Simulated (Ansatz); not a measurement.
**Pt wire along [100], 45 atoms a period: bands along the axis**

Aim: is the Pt wire along [100], 45 atoms a period a metal or a semiconductor?

Main program and level: Ansatz 0.2.0; DFT PBE, plane waves, PAW; relaxation of a wire's period; PAW set soft_1, in the first sound run; inputs show where later runs differ.

### 1. The structure

The cell holds 45 atoms: 45 Pt. Cell: a = 18.710 Å, b = 18.710 Å, c = 3.970 Å, α = 90.0°, β = 90.0°, γ = 90.0°. Vacuum lies along a and b. The structure's axis is c.

### 2. Relaxation of atoms and period

Band widths follow the bond lengths, so the wire is relaxed first. The atoms and the third cell vector are free; the box across stays fixed as vacuum. A Fermi-Dirac smearing is set since the result may be a metal. The pressure printed is a third of the stress's trace over the whole box, vacuum included; only the stress along the axis is relaxed.

File input.yaml:

```yaml
crystal:
  lattice:
    - [18.71, 0.0, 0.0]
    - [0.0, 18.71, 0.0]
    - [0.0, 0.0, 3.97]
  atoms:
    - { symbol: Pt, position: [0.181721005, 0.393907002, 0.0] }
    - { symbol: Pt, position: [0.181721005, 0.606092998, 0.0] }
    - { symbol: Pt, position: [0.287814003, 0.287814003, 0.0] }
    - { symbol: Pt, position: [0.287814003, 0.5, 0.0] }
    - { symbol: Pt, position: [0.287814003, 0.712185997, 0.0] }
    - { symbol: Pt, position: [0.393907002, 0.181721005, 0.0] }
    - { symbol: Pt, position: [0.393907002, 0.393907002, 0.0] }
    - { symbol: Pt, position: [0.393907002, 0.606092998, 0.0] }
    - { symbol: Pt, position: [0.393907002, 0.818278995, 0.0] }
    - { symbol: Pt, position: [0.5, 0.287814003, 0.0] }
    - { symbol: Pt, position: [0.5, 0.5, 0.0] }
    - { symbol: Pt, position: [0.5, 0.712185997, 0.0] }
    - { symbol: Pt, position: [0.606092998, 0.181721005, 0.0] }
    - { symbol: Pt, position: [0.606092998, 0.393907002, 0.0] }
    - { symbol: Pt, position: [0.606092998, 0.606092998, 0.0] }
    - { symbol: Pt, position: [0.606092998, 0.818278995, 0.0] }
    - { symbol: Pt, position: [0.712185997, 0.287814003, 0.0] }
    - { symbol: Pt, position: [0.712185997, 0.5, 0.0] }
    - { symbol: Pt, position: [0.712185997, 0.712185997, 0.0] }
    - { symbol: Pt, position: [0.818278995, 0.393907002, 0.0] }
    - { symbol: Pt, position: [0.818278995, 0.606092998, 0.0] }
    - { symbol: Pt, position: [0.181721005, 0.287814003, 0.5] }
    - { symbol: Pt, position: [0.181721005, 0.5, 0.5] }
    - { symbol: Pt, position: [0.181721005, 0.712185997, 0.5] }
    - { symbol: Pt, position: [0.287814003, 0.181721005, 0.5] }
    - { symbol: Pt, position: [0.287814003, 0.393907002, 0.5] }
    - { symbol: Pt, position: [0.287814003, 0.606092998, 0.5] }
    - { symbol: Pt, position: [0.287814003, 0.818278995, 0.5] }
    - { symbol: Pt, position: [0.393907002, 0.287814003, 0.5] }
    - { symbol: Pt, position: [0.393907002, 0.5, 0.5] }
    - { symbol: Pt, position: [0.393907002, 0.712185997, 0.5] }
    - { symbol: Pt, position: [0.5, 0.181721005, 0.5] }
    - { symbol: Pt, position: [0.5, 0.393907002, 0.5] }
    - { symbol: Pt, position: [0.5, 0.606092998, 0.5] }
    - { symbol: Pt, position: [0.5, 0.818278995, 0.5] }
    - { symbol: Pt, position: [0.606092998, 0.287814003, 0.5] }
    - { symbol: Pt, position: [0.606092998, 0.5, 0.5] }
    - { symbol: Pt, position: [0.606092998, 0.712185997, 0.5] }
    - { symbol: Pt, position: [0.712185997, 0.181721005, 0.5] }
    - { symbol: Pt, position: [0.712185997, 0.393907002, 0.5] }
    - { symbol: Pt, position: [0.712185997, 0.606092998, 0.5] }
    - { symbol: Pt, position: [0.712185997, 0.818278995, 0.5] }
    - { symbol: Pt, position: [0.818278995, 0.287814003, 0.5] }
    - { symbol: Pt, position: [0.818278995, 0.5, 0.5] }
    - { symbol: Pt, position: [0.818278995, 0.712185997, 0.5] }
kpoints:
  mp_grid: { grid: [1, 1, 21] }
scf:
  occupations: { method: fermi_dirac, width: 0.05 }
hamiltonian:
  xc: pbe
  pseudopotentials: { kind: paw, azcp: { folder: soft_1 } }
relax:
  cell: { fix: [a, b, alpha, beta, gamma] }
  max_steps: 45
  f_tol: 0.03
```

Launch:

```
$ ansatz run input.yaml --threads 16 --pin off --max-ram 61440MiB --backend cuda --events-out ev --progress --plain --runs-dir out --max-vram 78GiB
```

Numbers of over 12 decimals in the logs are rounded to 6 here.

The program printed:

```text
Engine: ansatz 0.2.0, aarch64-unknown-linux-gnu
Pseudopotentials: kind: paw
Pseudopotential: Pt, paw, valence charge 18, recommended cutoff 420 eV (normal), soft_1/Pt.paw.azcp
Functional definition: PBE
  parameter kappa = 0.804
  parameter beta = 0.066725
  exchange = pbe_x(kappa = kappa, mu = beta*pi^2/3)
  correlation = pbe_c(beta = beta)
[...]
Crystal: 45 atoms, lattice volume = 1389.754 Å³
Basis set: ecut = 420 eV, 27153 PW (Γ), exchange–correlation on 256×256×54 points (8 copies of the dense FFT grid, shifted against one another)
Bands: 486, of which v1, the nominal top of the filled ones, is band 405 counted from 1 (404 counted from 0)
Symmetry: 16 space group operations
Space group: P4/mmm (ITA 123), of the structure as read, at distance tolerance 1.1e-4 Å
k-points: 11 of 21
Non-local potential: Pt, projectors of the file, l = 0: 3, l = 1: 2, l = 2: 2, l = 3: 1
PAW form: soft (Blöchl's): semilocal exchange-correlation on the pseudo side does not see the compensation charge
PAW one-centre angular grid: Pt, 590 points (default); XC on 64 Gauss nodes
Initial density: superposition of atomic densities (neutral atoms: chi_scale 0, normalization atom)
Initial wavefunctions: pseudopotential atomic-orbital guess
[...]
Functional: x = pbe(κ = 0.804, μ = 0.219515), c = pbe(β = 0.066725)
SCF iter   1: F=—  HF=-563602.474535 eV  |F-HF|=—  |Δ(HF+E_count)|=         —  Δρ=6.48e-2  dr2=1.36e2  ethr=3.10e-3  ⟨swp⟩=6.0  Hψ=18372  notcnv=0  defer=346
preconditioner: auto → LDOS  [metal: Δε(μ)=0.003 eV  Ē_g=6.636 eV  σ=0.050 eV  W_gap=0.01  n_scr=378 (ndim 8)  ℏωp=21.1 eV  f_vac=0.412  D(μ)=90.83/eV (n_scr^D=952)  β→1.0]
SCF iter   2: F=—  HF=-563598.405565 eV  |F-HF|=—  |Δ(HF+E_count)|=    4.07e0  Δρ=4.69e-2  dr2=4.86e1  ethr=3.10e-3  ⟨swp⟩=3.0  Hψ=13129  notcnv=0  defer=544
[...]
SCF iter  14: F=-563587.001976 eV  HF=-563587.001976 eV  |F-HF|=6.08e-8  |Δ(HF+E_count)|=   6.41e-8  Δρ=1.57e-6  dr2=7.59e-8  ethr=1.23e-11  ⟨swp⟩=4.0  Hψ=14901  notcnv=0
SCF 1 converged in 14 iterations: F = -563587.001976 eV  dr2 = 7.59e-8
  greatest PAW one-centre occupation: 1.000 electrons in one spin orbital (limit 2), on the Pt atom at site 36 (counted from 0), in its partial waves of l = 0
relax step   1: F+E_penalty+E_count = -563587.00197568 eV  Δ(F+E_penalty+E_count) = +0.000e0 eV  max|allowed force component| = 9.928e-1 eV/Å  Δτ_max = 0.0000 Å  P = -4.362 GPa  Ω = 1389.754 Å³  fix = [a, b, alpha, beta, gamma]  reactions: a -3.772, b -3.772 GPa  (14 SCF iters, dr2 threshold 1.00e-7 eV, accepted)
[...]
Crystal: 45 atoms, lattice volume = 1322.530 Å³
Basis set: ecut = 420 eV, 25873 PW (Γ), exchange–correlation on 256×256×54 points (8 copies of the dense FFT grid, shifted against one another)
[...]
iter 1 solved again at ethr=1.99e-3 eV; its pass at ethr=3.10e-3 eV (dr2=1.61e1 eV) is discarded
SCF iter   1: F=—  HF=-563588.302077 eV  |F-HF|=—  |Δ(HF+E_count)|=         —  Δρ=1.86e-2  dr2=1.60e1  ethr=1.99e-3  ⟨swp⟩=2.7  Hψ=26305  notcnv=0
preconditioner: auto → LDOS  [metal: Δε(μ)=0.006 eV  Ē_g=7.272 eV  σ=0.050 eV  W_gap=0.03  n_scr=370 (ndim 8)  ℏωp=21.7 eV  f_vac=0.423  D(μ)=96.39/eV (n_scr^D=1072)  β→1.0]
SCF iter   2: F=—  HF=-563587.874487 eV  |F-HF|=—  |Δ(HF+E_count)|=   4.28e-1  Δρ=8.19e-3  dr2=1.64e0  ethr=1.97e-3  ⟨swp⟩=2.4  Hψ=6086  notcnv=0
[...]
SCF iter  11: F=-563587.733195 eV  HF=-563587.733196 eV  |F-HF|=9.60e-7  |Δ(HF+E_count)|=   8.70e-7  Δρ=6.69e-6  dr2=1.17e-6  ethr=5.56e-10  ⟨swp⟩=4.0  Hψ=14823  notcnv=0
SCF 2 converged in 11 iterations: F = -563587.733195 eV  dr2 = 1.17e-6
  greatest PAW one-centre occupation: 1.000 electrons in one spin orbital (limit 2), on the Pt atom at site 16 (counted from 0), in its partial waves of l = 0
relax step   2: F+E_penalty+E_count = -563587.73319529 eV  Δ(F+E_penalty+E_count) = -7.312e-1 eV  max|allowed force component| = 1.240e0 eV/Å  Δτ_max = 0.1921 Å  P = +4.964 GPa  Ω = 1322.530 Å³  energy of the carried Pulay correction = +1.551e-2 eV  fix = [a, b, alpha, beta, gamma]  reactions: a +4.868, b +4.868 GPa  (11 SCF iters, dr2 threshold 4.50e-6 eV, accepted)
[...]
Crystal: 45 atoms, lattice volume = 1347.577 Å³
[...]
SCF 3 converged in 10 iterations: F = -563588.724415 eV  dr2 = 1.80e-6
[...]
SCF 4 converged in 8 iterations: F = -563588.795056 eV  dr2 = 1.93e-6
[...]
SCF 5 converged in 11 iterations: F = -563588.828389 eV  dr2 = 7.78e-8
[...]
SCF 6 converged in 10 iterations: F = -563588.831454 eV  dr2 = 4.53e-8
[...]
SCF 7 converged in 9 iterations: F = -563588.833240 eV  dr2 = 6.09e-8
[...]
SCF 8 converged in 8 iterations: F = -563588.813744 eV  dr2 = 1.39e-10
[...]
SCF converged after 8 iterations
[...]
--- Relaxed structure (7 steps of the walk, 7 accepted, 1 SCFs on fresh bases) ---
  F+E_penalty+E_count = -563588.81374433 eV   max|allowed force component| = 4.043e-3 eV/Å   (the final SCF, on the basis selected at the relaxed cell)
  cell:  # Å, volume = 1322.4180 Å³
    - [18.71, 0.0, 0.0]
    - [0.0, 18.71, 0.0]
    - [0.0, 0.0, 3.777645]
  atoms:
    - { symbol: Pt, position: [0.178563, 0.395507, 0.0] }
    - { symbol: Pt, position: [0.178563, 0.604493, 0.0] }
    - { symbol: Pt, position: [0.278491, 0.278491, 0.0] }
    - { symbol: Pt, position: [0.285270, 0.5, 0.0] }
    - { symbol: Pt, position: [0.278491, 0.721509, 0.0] }
    - { symbol: Pt, position: [0.395507, 0.178563, 0.0] }
    - { symbol: Pt, position: [0.391975, 0.391975, 0.0] }
    - { symbol: Pt, position: [0.391975, 0.608025, 0.0] }
    - { symbol: Pt, position: [0.395507, 0.821437, 0.0] }
    - { symbol: Pt, position: [0.5, 0.285270, 0.0] }
    - { symbol: Pt, position: [0.5, 0.5, 0.0] }
    - { symbol: Pt, position: [0.5, 0.714730, 0.0] }
    - { symbol: Pt, position: [0.604493, 0.178563, 0.0] }
    - { symbol: Pt, position: [0.608025, 0.391975, 0.0] }
    - { symbol: Pt, position: [0.608025, 0.608025, 0.0] }
    - { symbol: Pt, position: [0.604493, 0.821437, 0.0] }
    - { symbol: Pt, position: [0.721509, 0.278491, 0.0] }
    - { symbol: Pt, position: [0.714730, 0.5, 0.0] }
    - { symbol: Pt, position: [0.721509, 0.721509, 0.0] }
    - { symbol: Pt, position: [0.821437, 0.395507, 0.0] }
    - { symbol: Pt, position: [0.821437, 0.604493, 0.0] }
    - { symbol: Pt, position: [0.179313, 0.293339, 0.5] }
    - { symbol: Pt, position: [0.179688, 0.5, 0.5] }
    - { symbol: Pt, position: [0.179313, 0.706661, 0.5] }
    - { symbol: Pt, position: [0.293339, 0.179313, 0.5] }
    - { symbol: Pt, position: [0.286096, 0.391202, 0.5] }
    - { symbol: Pt, position: [0.286096, 0.608798, 0.5] }
    - { symbol: Pt, position: [0.293339, 0.820687, 0.5] }
    - { symbol: Pt, position: [0.391202, 0.286096, 0.5] }
    - { symbol: Pt, position: [0.391662, 0.5, 0.5] }
    - { symbol: Pt, position: [0.391202, 0.713904, 0.5] }
    - { symbol: Pt, position: [0.5, 0.179688, 0.5] }
    - { symbol: Pt, position: [0.5, 0.391662, 0.5] }
    - { symbol: Pt, position: [0.5, 0.608338, 0.5] }
    - { symbol: Pt, position: [0.5, 0.820312, 0.5] }
    - { symbol: Pt, position: [0.608798, 0.286096, 0.5] }
    - { symbol: Pt, position: [0.608338, 0.5, 0.5] }
    - { symbol: Pt, position: [0.608798, 0.713904, 0.5] }
    - { symbol: Pt, position: [0.706661, 0.179313, 0.5] }
    - { symbol: Pt, position: [0.713904, 0.391202, 0.5] }
    - { symbol: Pt, position: [0.713904, 0.608798, 0.5] }
    - { symbol: Pt, position: [0.706661, 0.820687, 0.5] }
    - { symbol: Pt, position: [0.820687, 0.293339, 0.5] }
    - { symbol: Pt, position: [0.820312, 0.5, 0.5] }
    - { symbol: Pt, position: [0.820687, 0.706661, 0.5] }
```

Run time: 31 s. Hardware: 1 × NVIDIA GB200 with 16 threads of Arm Neoverse V2, shared host; peak memory 1.7 GiB; 3.1 min of CPU time.

Step by step:

```csv
step,energy less that of the first step (eV),largest force component (eV/Å),pressure (GPa),volume (Å³)
1,0.0000,0.9928,-4.36,1389.75
2,-0.7312,1.2399,4.96,1322.53
3,-1.7224,0.2033,-0.51,1347.58
4,-1.7931,0.0685,-0.09,1339.96
5,-1.8264,0.0462,-0.07,1324.31
6,-1.8295,0.0721,-0.07,1320.30
7,-1.8313,0.0039,-0.01,1322.42
8,-1.8118,0.0040,0.00,1322.42
```

The log counts 1 steps on a newly chosen plane-wave basis, not all of them marked here; energy and pressure can jump at such steps.

The run keeps the 16 symmetry operations that it works with, so distortions that break them were not tested.

```csv
cell as run,before,after,change
c (Å),3.970,3.778,-4.8 %
```

The atoms that moved most (Å, along periodic axes as changes of fractional coordinates times the final cell, across vacuum about the mean position):

```csv
atom,dx,dy,dz,length
Pt3,-0.174,-0.174,0.000,0.247
Pt5,-0.174,0.174,0.000,0.247
Pt17,0.174,-0.174,0.000,0.247
Pt19,0.174,0.174,0.000,0.247
Pt42,-0.103,0.045,0.000,0.113
Pt45,0.045,-0.103,0.000,0.113
Pt39,-0.103,-0.045,0.000,0.113
Pt24,-0.045,-0.103,0.000,0.113
```

This step gave:

| Property | Result |
| --- | --- |
| energy at zero smearing | -563588.4174 eV |
| cell length along the wire | 3.778 Å |

The cell's length comes to 3.778 Å with spin left out.

### 3. The wire at its relaxed period

This step: DFT PBE, plane waves, PAW; bands of a perfect wire; PAW set soft_1 (Ansatz 0.2.0).

At the relaxed period the bands are computed along the axis; those that cross an energy going forward count the channels that a perfect wire would open there.

File input.yaml:

```yaml
crystal:
  lattice:
    - [18.71, 0.0, 0.0]
    - [0.0, 18.71, 0.0]
    - [0.0, 0.0, 3.7776452274]
  atoms:
    - { symbol: Pt, position: [0.178562606, 0.39550716, 0.0] }
    - { symbol: Pt, position: [0.178562606, 0.60449284, 0.0] }
    - { symbol: Pt, position: [0.278491245, 0.278491245, 0.0] }
    - { symbol: Pt, position: [0.285269995, 0.5, 0.0] }
    - { symbol: Pt, position: [0.278491245, 0.721508755, 0.0] }
    - { symbol: Pt, position: [0.39550716, 0.178562606, 0.0] }
    - { symbol: Pt, position: [0.391975287, 0.391975287, 0.0] }
    - { symbol: Pt, position: [0.391975287, 0.608024713, 0.0] }
    - { symbol: Pt, position: [0.39550716, 0.821437394, 0.0] }
    - { symbol: Pt, position: [0.5, 0.285269995, 0.0] }
    - { symbol: Pt, position: [0.5, 0.5, 0.0] }
    - { symbol: Pt, position: [0.5, 0.714730005, 0.0] }
    - { symbol: Pt, position: [0.60449284, 0.178562606, 0.0] }
    - { symbol: Pt, position: [0.608024713, 0.391975287, 0.0] }
    - { symbol: Pt, position: [0.608024713, 0.608024713, 0.0] }
    - { symbol: Pt, position: [0.60449284, 0.821437394, 0.0] }
    - { symbol: Pt, position: [0.721508755, 0.278491245, 0.0] }
    - { symbol: Pt, position: [0.714730005, 0.5, 0.0] }
    - { symbol: Pt, position: [0.721508755, 0.721508755, 0.0] }
    - { symbol: Pt, position: [0.821437394, 0.39550716, 0.0] }
    - { symbol: Pt, position: [0.821437394, 0.60449284, 0.0] }
    - { symbol: Pt, position: [0.17931289, 0.29333932, 0.5] }
    - { symbol: Pt, position: [0.179688048, 0.5, 0.5] }
    - { symbol: Pt, position: [0.17931289, 0.70666068, 0.5] }
    - { symbol: Pt, position: [0.29333932, 0.17931289, 0.5] }
    - { symbol: Pt, position: [0.286096009, 0.391202232, 0.5] }
    - { symbol: Pt, position: [0.286096009, 0.608797768, 0.5] }
    - { symbol: Pt, position: [0.29333932, 0.82068711, 0.5] }
    - { symbol: Pt, position: [0.391202232, 0.286096009, 0.5] }
    - { symbol: Pt, position: [0.391662123, 0.5, 0.5] }
    - { symbol: Pt, position: [0.391202232, 0.713903991, 0.5] }
    - { symbol: Pt, position: [0.5, 0.179688048, 0.5] }
    - { symbol: Pt, position: [0.5, 0.391662123, 0.5] }
    - { symbol: Pt, position: [0.5, 0.608337877, 0.5] }
    - { symbol: Pt, position: [0.5, 0.820311952, 0.5] }
    - { symbol: Pt, position: [0.608797768, 0.286096009, 0.5] }
    - { symbol: Pt, position: [0.608337877, 0.5, 0.5] }
    - { symbol: Pt, position: [0.608797768, 0.713903991, 0.5] }
    - { symbol: Pt, position: [0.70666068, 0.17931289, 0.5] }
    - { symbol: Pt, position: [0.713903991, 0.391202232, 0.5] }
    - { symbol: Pt, position: [0.713903991, 0.608797768, 0.5] }
    - { symbol: Pt, position: [0.70666068, 0.82068711, 0.5] }
    - { symbol: Pt, position: [0.82068711, 0.29333932, 0.5] }
    - { symbol: Pt, position: [0.820311952, 0.5, 0.5] }
    - { symbol: Pt, position: [0.82068711, 0.70666068, 0.5] }
kpoints:
  mp_grid: { grid: [1, 1, 22] }
  band_path: { path: ["Γ", Z], npoints: 90 }
scf:
  occupations: { method: fermi_dirac, width: 0.05 }
hamiltonian:
  xc: pbe
  pseudopotentials: { kind: paw, azcp: { folder: soft_1 } }
output:
  dos: { e_range: [-5, 4] }
  write_potential: true
  write_density: true
  volumetric_format: npy
```

The program printed:

```text
[...]
Crystal: 45 atoms, lattice volume = 1322.418 Å³
Basis set: ecut = 420 eV, 25873 PW (Γ)
Bands: 486, of which v1, the nominal top of the filled ones, is band 405 counted from 1 (404 counted from 0)
[... 1 set-up line as in the run before ...]
[...]
k-points: 12 of 22
[...]
SCF iter   1: F=—  HF=-563603.835040 eV  |F-HF|=—  |Δ(HF+E_count)|=         —  Δρ=6.49e-2  dr2=1.02e2  ethr=3.10e-3  ⟨swp⟩=6.1  Hψ=20236  notcnv=0  defer=353
[...]
SCF iter   6: F=—  HF=-563588.829293 eV  |F-HF|=—  |Δ(HF+E_count)|=   3.93e-3  Δρ=1.18e-3  dr2=6.38e-2  ethr=3.08e-5  ⟨swp⟩=2.0  Hψ=7205  notcnv=0  defer=618
[...]
SCF iter  12: F=—  HF=-563588.814092 eV  |F-HF|=—  |Δ(HF+E_count)|=   8.69e-7  Δρ=9.29e-6  dr2=2.61e-6  ethr=9.70e-10  ⟨swp⟩=2.0  Hψ=7986  notcnv=0  defer=618
[...]
SCF iter  14: F=-563588.814092 eV  HF=-563588.814092 eV  |F-HF|=4.27e-8  |Δ(HF+E_count)|=   7.22e-8  Δρ=1.45e-6  dr2=5.05e-8  ethr=1.23e-11  ⟨swp⟩=12.1  Hψ=23905  notcnv=0
SCF 1 converged in 14 iterations: F = -563588.814092 eV  dr2 = 5.05e-8
[...]
NSCF: frozen V_eff on 91 k-points
[...]
SCF converged after 14 iterations
[...]
```

Run time: 34 s. Hardware: 1 × NVIDIA GB200 with 16 threads; peak memory 3.8 GiB.

Reading the cycles: dr2 is the Hartree energy of the density residual (eV), the measure of convergence; HF is the Harris–Foulkes estimate of the energy, which meets the free energy F at convergence.

Numbers from this step:

| Property | Result |
| --- | --- |
| energy at zero smearing | -563588.4176 eV |
| band gap on the path through both edges | 0 eV |

The electronic bands at the labelled points (eV, zero at the Fermi level; # counts the bands kept):

```csv
point,#53,#54,#55,#56,#57,#58,#59,#60
Γ,0.01,0.05,0.05,0.07,0.07,0.09,0.09,0.11
halfway,-0.04,-0.04,-0.03,-0.01,-0.01,0.03,0.03,0.05
Z,-0.16,-0.15,-0.15,-0.12,-0.12,-0.11,-0.10,-0.07
```

Between Γ and Z the bands cross the Fermi level 18 times, so a perfect wire would conduct at least 18 G₀, with spin left out.

### 4. Summary of results

- cell length, PBE: 3.778 Å
- ballistic conductance by band crossings, a lower bound, PBE: 18 G₀

Under PBE the cell's length is 3.78 Å, and the bands cross the Fermi level 18 times between Γ and Z, which gives a perfect wire at least 18 G₀ (opposite crossings within one step of the path cancel in such a count). No spin was allowed, though thin wires with open d shells can turn magnetic. Spin-orbit coupling is left out, which matters for the bands of heavy atoms.

[Logs are printed without paths, hosts, clocks, repeated set-up lines and the standing remarks that a program may print on its own settings, such as how far it seeks lower states.]

[Hosts, paths, dates, database ids (printed as entryN), source tags and the programs' standing remarks are cut or masked in the printed files.]
